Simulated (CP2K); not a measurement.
Two runs for the N K edge of ammonia monohydrate. Run A: CP2K XAS_TDP, all-electron GAPW, PBEh(45%), aug-cc-pVTZ, TDA, no relativity. Run B differs in one setting.

First lines with a strength over 0.0015. A:

| atom | energy (eV) | states | strength, one atom |
| --- | --- | --- | --- |
| N1 (bonded to 3 H, takes 1 H bond) | 397.12 | 1 | 0.0069 |
|  | 398.45 | 1 | 0.0283 |
|  | 398.52 | 1 | 0.0286 |
|  | 399.32 | 1 | 0.0079 |
|  | 400.23 | 1 | 0.0017 |

B:

| atom | energy (eV) | states | strength, one atom |
| --- | --- | --- | --- |
| N1 (bonded to 3 H, takes 1 H bond) | 401.74 | 1 | 0.0068 |
|  | 403.07 | 1 | 0.0280 |
|  | 403.14 | 1 | 0.0283 |
|  | 403.94 | 1 | 0.0078 |
|  | 404.85 | 1 | 0.0017 |

**Question.** Which was it: scalar relativity switched on, the functional, the basis, GW2X switched on?

GW2X switched on. GW2X shifts an atom's lines together and keeps their spacings. Against PBEh(45%) in aug-cc-pVTZ, the leading line moves by +4.62 eV, to 403.07 eV.

[Hosts, paths, dates, database ids (printed as entryN), source tags and the programs' standing remarks are cut or masked in the printed files.]
